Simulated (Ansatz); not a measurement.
# EuMg2Sb2: which texture of moments is lowest

Wanted: the lowest arrangement of moments that fits this cell of EuMg2Sb2.

Calculated with Ansatz 0.2.0; PBEsol with U = 6 eV on Eu f (ortho-atomic projectors), PAW set soft_1 (files made for PBE).

## (1) The starting structure

It takes space group P-3m1 (No. 164, trigonal). The conventional cell has a = 4.695 Å, b = 4.695 Å, c = 7.724 Å, α = 90.00°, β = 90.00°, γ = 120.00°. Nearest to Eu lie 6 Sb at 3.34 Å. Mg has 4 Sb at 2.86 to 2.92 Å nearest. Sb has 4 Mg at 2.86 to 2.92 Å and 3 Eu at 3.34 Å nearest. Farther neighbours are not listed.

The cell of this run holds 15 atoms, 3 of them with a starting moment; values «a cell» refer to the cell of the run in question.

## (2) The collinear state

A collinear run comes first: it shows whether moments survive, and how large they are.

File input.yaml:

```yaml
crystal:
  lattice:
    - [-7.0425, -4.0659892708, 0.0]
    - [-7.0425, 4.0659892708, 0.0]
    - [-4.695, 0.0, -7.724]
  atoms:
    - { symbol: Eu, position: [0.6666666667, 0.6666666667, 0.0], spin: 7.0 }
    - { symbol: Eu, position: [0.3333333333, 0.3333333333, 0.0], spin: 7.0 }
    - { symbol: Eu, position: [0.0, 0.0, 0.0], spin: 7.0 }
    - { symbol: Mg, position: [0.5436, 0.2102666667, 0.3692] }
    - { symbol: Mg, position: [0.2102666667, 0.8769333334, 0.3692] }
    - { symbol: Mg, position: [0.8769333333, 0.5436, 0.3692] }
    - { symbol: Mg, position: [0.4564, 0.7897333333, 0.6308] }
    - { symbol: Mg, position: [0.1230666667, 0.4564, 0.6308] }
    - { symbol: Mg, position: [0.7897333333, 0.1230666666, 0.6308] }
    - { symbol: Sb, position: [0.5823666667, 0.9157, 0.2529] }
    - { symbol: Sb, position: [0.2490333333, 0.5823666666, 0.2529] }
    - { symbol: Sb, position: [0.9157, 0.2490333333, 0.2529] }
    - { symbol: Sb, position: [0.4176333333, 0.0843, 0.7471] }
    - { symbol: Sb, position: [0.0843, 0.7509666667, 0.7471] }
    - { symbol: Sb, position: [0.7509666667, 0.4176333334, 0.7471] }
magnetization:
  spin_polarized: true
kpoints:
  mp_grid: { grid: [4, 4, 4] }
hamiltonian:
  xc: pbesol
  hubbard:
    projectors: ortho-atomic
    sites: [{ species: Eu, l: f, u_eff: 6.0 }]
  pseudopotentials: { kind: paw, azcp: { folder: soft_1 }, xc_functional: pbe }
scf:
  occupations: { method: fermi_dirac, width: 0.05 }
  max_iter: 120
  convergence: { dr2_threshold: 1.0e-08 }
output:
  write_density: true
  write_potential: true
  elf: true
  volumetric_format: npy
```

On the command line:

```console
> ansatz run input.yaml --threads 2 --pin off --max-ram 4096MiB --backend cpu --events-out ev --progress --plain --runs-dir out
```

Numbers of over 12 decimals in the logs are rounded to 6 here.

What it wrote:

```text
Engine: ansatz 0.2.0, aarch64-unknown-linux-gnu
Pseudopotentials: kind: paw
Pseudopotential: Eu, paw, valence charge 17, recommended cutoff 420 eV (normal), soft_1/Eu.paw.azcp
Pseudopotential: Mg, paw, valence charge 10, recommended cutoff 420 eV (normal), soft_1/Mg.paw.azcp
Pseudopotential: Sb, paw, valence charge 15, recommended cutoff 420 eV (normal), soft_1/Sb.paw.azcp
Functional definition: PBEsol
  exchange = pbesol_x
  correlation = pbesol_c
Crystal: 15 atoms, lattice volume = 442.349 Å³
Basis set: ecut = 420 eV, 8653 PW (Γ)
Bands: 134, of which v1, the nominal top of the filled ones, is band 101 counted from 1 (100 counted from 0)
Symmetry: 18 space group operations
Space group: P-3m1 (ITA 164), of the structure as read, at distance tolerance 7.6e-5 Å
Magnetic group: BNS 164.85 (UNI 1315), of the structure as read, at distance tolerance 7.6e-5 Å
k-points: 14 of 64
Non-local potential: Eu, projectors of the file, l = 0: 3, l = 1: 2, l = 2: 2, l = 3: 3
Non-local potential: Mg, projectors of the file, l = 0: 3, l = 1: 2, l = 2: 1
Non-local potential: Sb, projectors of the file, l = 0: 2, l = 1: 2, l = 2: 2, l = 3: 1
PAW form: soft (Blöchl's): semilocal exchange-correlation on the pseudo side does not see the compensation charge
PAW frozen core: Eu, regenerated for the run's functional, and the local potential with it (the file was generated under x = pbe(κ = 0.804, μ = 0.219515), c = pbe(β = 0.066725))
PAW frozen core: Mg, regenerated for the run's functional, and the local potential with it (the file was generated under x = pbe(κ = 0.804, μ = 0.219515), c = pbe(β = 0.066725))
PAW frozen core: Sb, regenerated for the run's functional, and the local potential with it (the file was generated under x = pbe(κ = 0.804, μ = 0.219515), c = pbe(β = 0.066725))
PAW one-centre angular grid: Eu, 590 points (default); XC on 64 Gauss nodes
PAW one-centre angular grid: Mg, 110 points (default); XC on 64 Gauss nodes
PAW one-centre angular grid: Sb, 590 points (default); XC on 64 Gauss nodes
Initial density: superposition of atomic densities (chi_scale 0.1, normalization cell, long waves kept (reshape's long-wave potential 0.10 eV rms))
Initial wavefunctions: pseudopotential atomic-orbital guess
Functional: x = pbesol(κ = 0.804, μ = 0.123457), c = pbesol(β = 0.046)
SCF iter   1: F=—  HF=-75923.610358 eV  |F-HF|=—  |Δ(HF+E_count)|=         —  Δρ=2.87e-2 (↑2.87e-2 ↓2.47e-2)  dr2=1.15e1  dr2_m=5.14e-2  M=20.998 μB ∫|m|=21.479 μB  β_m=0.30  ethr=3.10e-3  ⟨swp⟩=6.5  Hψ=16812  notcnv=0  defer=15
preconditioner: auto → Kerker (q_TF=auto, 2.392 Å⁻¹)  [metal: Δε(μ)=0.101 eV  Ē_g=7.988 eV  σ=0.050 eV  W_gap=0.46  n_scr=106 (ndim 8)  ℏωp=14.7 eV  f_vac=0.008  D(μ)=0.57/eV (n_scr^D=0)]
spin=Collinear: Kerker preconditioning applied to the charge; magnetization (m = ρ↑ − ρ↓) channel mixes plain (no charge-response kernel on spin).
SCF iter   2: F=—  HF=-75924.039940 eV  |F-HF|=—  |Δ(HF+E_count)|=   4.30e-1  Δρ=1.78e-2 (↑1.46e-2 ↓1.78e-2)  dr2=4.61e0  dr2_m=2.95e-2  M=20.999 μB ∫|m|=21.475 μB  β_m=0.43  ethr=3.10e-3  ⟨swp⟩=4.4  Hψ=8195  notcnv=0  defer=4
preconditioner: auto → Resta (q_TF=auto, 2.392 Å⁻¹)  ε∞=4.4  [insulator: Δε(μ)=0.380 eV  Ē_g=7.922 eV  σ=0.050 eV  W_gap=0.77  n_scr=106 (ndim 8)  ℏωp=14.7 eV  f_vac=0.008  D(μ)=0.24/eV (n_scr^D=0)  ε∞_Penn≈4.4]
spin=Collinear: Resta preconditioning applied to the charge; magnetization (m = ρ↑ − ρ↓) channel mixes plain (no charge-response kernel on spin).
SCF iter   3: F=—  HF=-75925.956811 eV  |F-HF|=—  |Δ(HF+E_count)|=    1.92e0  Δρ=8.16e-3 (↑6.06e-3 ↓8.16e-3)  dr2=1.03e0  dr2_m=1.31e-2  M=21.000 μB ∫|m|=21.546 μB  β_m=0.66  ethr=2.30e-3  ⟨swp⟩=6.8  Hψ=11130  notcnv=0  defer=6
SCF iter   4: F=—  HF=-75926.275639 eV  |F-HF|=—  |Δ(HF+E_count)|=   3.19e-1  Δρ=1.91e-3 (↑1.91e-3 ↓1.20e-3)  dr2=4.76e-2  dr2_m=1.69e-3  M=21.000 μB ∫|m|=21.601 μB  β_m=0.75  ethr=5.11e-4  ⟨swp⟩=6.8  Hψ=9906  notcnv=0  defer=20
SCF iter   5: F=—  HF=-75926.329095 eV  |F-HF|=—  |Δ(HF+E_count)|=   5.35e-2  Δρ=1.01e-3 (↑1.01e-3 ↓5.71e-4)  dr2=1.13e-2  dr2_m=7.57e-4  M=21.000 μB ∫|m|=21.597 μB  β_m=0.88  ethr=2.37e-5  ⟨swp⟩=3.6  Hψ=7412  notcnv=0  defer=5
SCF iter   6: F=—  HF=-75926.336712 eV  |F-HF|=—  |Δ(HF+E_count)|=   7.62e-3  Δρ=1.61e-4 (↑1.61e-4 ↓1.42e-4)  dr2=5.24e-4  dr2_m=9.06e-6  M=21.000 μB ∫|m|=21.611 μB  β_m=0.85  ethr=5.61e-6  ⟨swp⟩=2.8  Hψ=6581  notcnv=0  defer=1
SCF iter   7: F=—  HF=-75926.337301 eV  |F-HF|=—  |Δ(HF+E_count)|=   5.88e-4  Δρ=7.09e-5 (↑7.09e-5 ↓5.32e-5)  dr2=1.20e-4  dr2_m=2.07e-6  M=21.000 μB ∫|m|=21.612 μB  β_m=0.93  ethr=2.61e-7  ⟨swp⟩=2.2  Hψ=6268  notcnv=0  defer=1
Initial density: handed on by an earlier stage of this run
iter 1 solved again at ethr=6.21e-8 eV; its pass at ethr=4.98e-7 eV (dr2=1.25e-4 eV) is discarded
SCF iter   1: F=—  HF=-75926.337315 eV  |F-HF|=—  |Δ(HF+E_count)|=         —  Δρ=9.18e-5 (↑9.18e-5 ↓5.32e-5)  dr2=1.39e-4  dr2_m=5.26e-6  M=21.000 μB ∫|m|=21.612 μB  ethr=6.21e-8  ⟨swp⟩=5.6  Hψ=33339  notcnv=0  defer=1
iteration 1: the SCF starts in the orbital order of the open f shells that the search before it chose, by its bands or by converging an SCF in each of two, with that order's moments; no other order was found more than 0.2 meV higher (one found slightly lower counts as degenerate)
preconditioner: auto → Resta (q_TF=auto, 2.392 Å⁻¹)  ε∞=4.8  [insulator: Δε(μ)=0.433 eV  Ē_g=7.497 eV  σ=0.050 eV  W_gap=0.97  n_scr=106 (ndim 8)  ℏωp=14.7 eV  f_vac=0.025  D(μ)=0.02/eV (n_scr^D=0)  ε∞_Penn≈4.8]
spin=Collinear: Resta preconditioning applied to the charge; magnetization (m = ρ↑ − ρ↓) channel mixes plain (no charge-response kernel on spin).
SCF iter   2: F=—  HF=-75926.337455 eV  |F-HF|=—  |Δ(HF+E_count)|=         —  Δρ=1.57e-4 (↑1.57e-4 ↓4.06e-5)  dr2=1.91e-4  dr2_m=1.61e-5  M=21.000 μB ∫|m|=21.615 μB  β_m=0.30  ethr=6.21e-8  ⟨swp⟩=2.6  Hψ=6624  notcnv=0  defer=1
Mixer restart at iter 2: flushing history
SCF iter   3: F=—  HF=-75926.337383 eV  |F-HF|=—  |Δ(HF+E_count)|=   7.18e-5  Δρ=4.67e-5 (↑4.67e-5 ↓2.29e-5)  dr2=3.42e-5  dr2_m=7.73e-7  M=21.000 μB ∫|m|=21.615 μB  β_m=0.35  ethr=6.21e-8  ⟨swp⟩=2.0  Hψ=6074  notcnv=0
SCF iter   4: F=—  HF=-75926.337374 eV  |F-HF|=—  |Δ(HF+E_count)|=   9.03e-6  Δρ=1.27e-5 (↑1.13e-5 ↓1.27e-5)  dr2=6.21e-6  dr2_m=2.20e-8  M=21.000 μB ∫|m|=21.614 μB  β_m=0.61  ethr=1.70e-8  ⟨swp⟩=2.0  Hψ=4754  notcnv=0  defer=1
SCF iter   5: F=—  HF=-75926.337371 eV  |F-HF|=—  |Δ(HF+E_count)|=   2.64e-6  Δρ=4.11e-6 (↑4.11e-6 ↓2.52e-6)  dr2=1.68e-7  dr2_m=1.92e-8  M=21.000 μB ∫|m|=21.614 μB  β_m=0.81  ethr=3.09e-9  ⟨swp⟩=2.0  Hψ=5972  notcnv=0  defer=2
SCF iter   6: F=—  HF=-75926.337371 eV  |F-HF|=—  |Δ(HF+E_count)|=   8.24e-8  Δρ=1.13e-6 (↑1.13e-6 ↓6.64e-7)  dr2=1.43e-8  dr2_m=9.48e-10  M=21.000 μB ∫|m|=21.614 μB  β_m=0.84  ethr=8.34e-11  ⟨swp⟩=2.0  Hψ=5965  notcnv=0  defer=2
SCF iter   7: F=-75926.337371 eV  HF=-75926.337371 eV  |F-HF|=3.06e-10  |Δ(HF+E_count)|=    0.00e0  Δρ=1.76e-7 (↑1.57e-7 ↓1.76e-7)  dr2=7.00e-10  dr2_m=1.05e-11  M=21.000 μB ∫|m|=21.615 μB  ethr=4.98e-12  ⟨swp⟩=5.2  Hψ=14197  notcnv=0
SCF 1 converged in 7 iterations: F = -75926.337371 eV  dr2 = 7.00e-10
  greatest PAW one-centre occupation: 1.001 electrons in one spin orbital (limit 2), on the Eu atom at site 2 (counted from 0), in its partial waves of l = 0
SCF converged after 14 iterations (7 of them in the search for the orbital order of the open f shells)
Magnetization: 21.0000 μB (111.0000 up, 90.0000 down)
Absolute magnetization: 21.6176 μB (∫|ρ↑−ρ↓|, with the PAW one-centre terms)
Spin contamination: 0.0380 ħ² per cell (⟨S²⟩ above its minimum at these occupations)
Per-site moments (μB) at R_I (Å): [(6.947062, 1.378234), (6.947062, 1.378234), (6.947062, 1.378234), (-0.00780354, 1.177947), (-0.00780354, 1.177947), (-0.00780354, 1.177947), (-0.00780354, 1.177947), (-0.00780354, 1.177947), (-0.00780354, 1.177947), (-0.022958, 1.177947), (-0.022958, 1.177947), (-0.022958, 1.177947), (-0.022958, 1.177947), (-0.022958, 1.177947), (-0.022958, 1.177947)]
Free energy (F): -75926.337371 eV
Harris-Foulkes:  -75926.337371 eV  (|F-HF|=3.06e-10)
Internal energy: -75926.337076 eV  (E = F + TS)
E sigma→0 (E₀):  -75926.337224 eV
Entropy (-TS):   -0.000295 eV (-0.020 meV/atom)
Fermi energy:    8.096914 eV
--- Per-component energies (eV) ---
  E_band       = -3325.711163
  E_kinetic    = 2280.841482
  E_local      = -27442.285343  (includes V_loc(G=0)·N_el)
  E_nonlocal   = 5592.324302
  E_hartree    = 10532.532265
  E_xc         = -1175.952828
  E_vxc        = -1252.608744  (∫ρ·V_xc dr)
  E_hubbard    = 0.359924  (on-site DFT+U / exact-exchange correction)
  E_vhub       = -62.055514  (the Hubbard potential's part of the band-sum identity)
  E_paw        = -47677.102910  (= ΣΔE_a)
  E_vpaw       = -3506.993270  (= ΣTr[D̂ρ^β])
  E_aug_tail   = -0.000198  (compensation charges beyond the density's cutoff)
  E_ewald      = -18041.161256
  E_core_change = 4.107484  (= ΣΔE_core)
  E_smearing   = -0.000295  (= −TS)
  E_closure    = -0.000000  (closes the sum)
  Σ components = -75926.337371   (vs F -75926.337371, Δ=0.00e0)
--- Band table (eV; the first three rows and the last of 28) ---
  k-point 0 ↑: bands = [... 97 lower, 6.0610, 6.0610, 6.0815, 6.0819, 6.0819, 6.3940, 6.3940, 6.3940, ... 29 higher]
  k-point 1 ↑: bands = [... 97 lower, 6.0511, 6.0647, 6.0747, 6.0815, 6.1378, 6.1430, 6.1430, 6.4752, ... 29 higher]
  k-point 2 ↑: bands = [... 97 lower, 6.0539, 6.0539, 6.0815, 6.1117, 6.1117, 6.1999, 6.1999, 6.1999, ... 29 higher]
  k-point 13 ↓: bands = [... 97 lower, 10.5513, 10.9067, 11.0183, 11.1498, 11.3381, 11.4217, 11.4309, 11.5828, ... 29 higher]
Occupation matrices written to <dir>
```

The job ended after 2.7 min (2 threads of Arm Neoverse V2, shared host; peak memory 1.8 GiB; 5.1 min of CPU time).

Spin moment in the atom's sphere by atom:

| atom | spin moment in the atom's sphere (μB) |
| --- | --- |
| Eu1 | 6.95 |
| Eu2 | 6.95 |
| Eu3 | 6.95 |
| Mg4 | -0.01 |
| Mg5 | -0.01 |
| Mg6 | -0.01 |
| Mg7 | -0.01 |
| Mg8 | -0.01 |
| Mg9 | -0.01 |
| Sb10 | -0.02 |
| Sb11 | -0.02 |
| Sb12 | -0.02 |
| Sb13 | -0.02 |
| Sb14 | -0.02 |
| Sb15 | -0.02 |

Tables count atoms from 1; parts of the log count from 0.

The run ends ferromagnetic, with a net moment of 21 μB a cell. Only this order was typed.

Spin density in the ab plane at fractional z = 0.000, with atoms of Eu within 0.2 Å of it.

Ten even steps from '0' (0 e/Å³) to '9' (14 e/Å³), each cell a mean:
```
74000000000000000000003
11000000000000000000000
00000000000000000000000
00000000000000000000000
00000000000000000000000
00000000000000110000000
00000000000001562000000
00000000000000496100000
00000000000000145100000
00000000000000001000000
00000000000000000000000
00000000000000000000000
00000000000000000000000
00000022100000000000000
00000038610000000000000
00000017820000000000000
00000001320000000000000
00000000000000000000000
00000000000000000000000
00000000000000000000000
00000000000000000000000
30000000000000000000014
93000000000000000000017
```
Columns run along a (8.1 Å), rows up along b (8.1 Å). Atoms in or near the plane, at fractional coordinates: Eu at (0.67, 0.67), Eu at (0.33, 0.33), Eu at (0.00, 0.00).

Valence density in the ab plane at fractional z = 0.000, with atoms of Eu within 0.2 Å of it. It is the smooth field of the valence electrons, not physical close to the nuclei.

Ten steps, logarithmic in the rise over the least value, from '_' (0 e/Å³) to '@' (16 e/Å³), each cell a mean:
```
@@%%**--..______________________________::++%%
####**--..______________________________..--++
==++==--..________________________________..::
..::::..________________..::....______________
______________________..--====--::____________
______________________..==**##**++::__________
______________________..--**%%@@##++::________
________________________::++%%@@@@**--..______
________________________..--**%%%%##==..______
__________________________..--++****==::______
____________________________..::--==--..______
________..::::::..______________......________
______..::==++++--..__________________________
______..--++####**==..________________________
________::++%%@@@@**--..______________________
________..==##@@@@##++::______________________
__________::++##%%##++::______________________
____________::==++++==::______________________
______________..::--::..________________......
::..________________..________________..------
++--..________________________________::==****
%%**--..______________________________::++##%%
@@%%++::______________________________..==##@@
```
Columns run along a (8.1 Å), rows up along b (8.1 Å). Atoms in or near the plane, at fractional coordinates: Eu at (0.67, 0.67), Eu at (0.33, 0.33), Eu at (0.00, 0.00).

ELF in the ab plane at fractional z = 0.000, with atoms of Eu within 0.2 Å of it. It is the smooth field of the valence electrons, not physical close to the nuclei.

Ten even steps from '0' (0.05) to '9' (0.74), each cell a mean:
```
26971013431001233200497
99971002221000012210159
89861001110000000110014
24420000000023310000000
00000011100268873000110
10000122200289998400122
32100133310179538830023
43210134420059603971013
33210013331017965983002
22100000121002799983001
11000000001000157862000
00002554100000001220000
10015999720011100000011
21016998982002321000123
42004971497101343210124
43102893189400343210123
33200389799500133210001
01110038999500011100000
00000002465200010000111
41000100011000110002677
96100121000001221004899
79610133210012332004996
07940034421012343102892
```
Columns run along a (8.1 Å), rows up along b (8.1 Å). Atoms in or near the plane, at fractional coordinates: Eu at (0.67, 0.67), Eu at (0.33, 0.33), Eu at (0.00, 0.00).

Signs and angles in the names of the patterns follow the order of the magnetic atoms in the input, which need not be their order in space.

In the spinor runs that follow the search for lower states is off.

(Part 1 of 2 ends here.)

[Logs and program files are shortened in this print: banners, set-up blocks, solver, clock and traceback lines can be left out without a mark of their own.]

[Logs are printed without paths, hosts, clocks, repeated set-up lines and the standing remarks that a program may print on its own settings, such as how far it seeks lower states.]

[Hosts, paths, dates, database ids (printed as entryN), source tags and the programs' standing remarks are cut or masked in the printed files.]
